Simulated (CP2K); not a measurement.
Two runs for the C K edge of thieno[3,2-b]thiophene. Run A: CP2K XAS_TDP, all-electron GAPW, PBEh(45%), aug-cc-pVDZ, TDA, no relativity. Run B differs in one setting.

First lines with a strength over 0.0015. A:

```tsv
atom	energy (eV)	states	strength, one atom
C1 (bonded to 2 C and H), 2 alike	281.84	1	0.0453
	284.21	1	0.0079
	284.54	1	0.0114
	285.14	1	0.0041
	285.80	1	0.0027
C2 (bonded to C, S and H), 2 alike	281.87	1	0.0501
	284.34	1	0.0336
	285.07	1	0.0133
	285.91	1	0.0032
	286.20	1	0.0029
C4 (bonded to 2 C and S), 2 alike	282.49	1	0.0443
	284.28	1	0.0322
	284.60	1	0.0089
	285.76	1	0.0026
	285.78	1	0.0071
```

B:

```tsv
atom	energy (eV)	states	strength, one atom
C1 (bonded to 2 C and H), 2 alike	287.34	1	0.0445
	289.71	1	0.0077
	290.04	1	0.0112
	290.64	1	0.0041
	291.30	1	0.0026
C2 (bonded to C, S and H), 2 alike	286.90	1	0.0492
	289.38	1	0.0330
	290.10	1	0.0131
	290.95	1	0.0031
	291.24	1	0.0028
C4 (bonded to 2 C and S), 2 alike	287.28	1	0.0436
	289.07	1	0.0316
	289.39	1	0.0088
	290.55	1	0.0026
	290.57	1	0.0070
```

**Question.** Which was it: GW2X switched on, the functional, the basis, scalar relativity switched on?

GW2X switched on. GW2X shifts an atom's lines together and keeps their spacings. Against PBEh(45%) in aug-cc-pVDZ, the leading lines move by +5.50 eV (C1, to 287.34), +5.03 eV (C2, to 286.90) and +4.79 eV (C4, to 287.28).

[Banner, clock and machine lines of the logs are left out without a mark of their own.]

[Logs are printed without paths, hosts, clocks, repeated set-up lines and the standing remarks that a program may print on its own settings, such as how far it seeks lower states.]

[Hosts, paths, dates, database ids (printed as entryN), source tags and the programs' standing remarks are cut or masked in the printed files.]
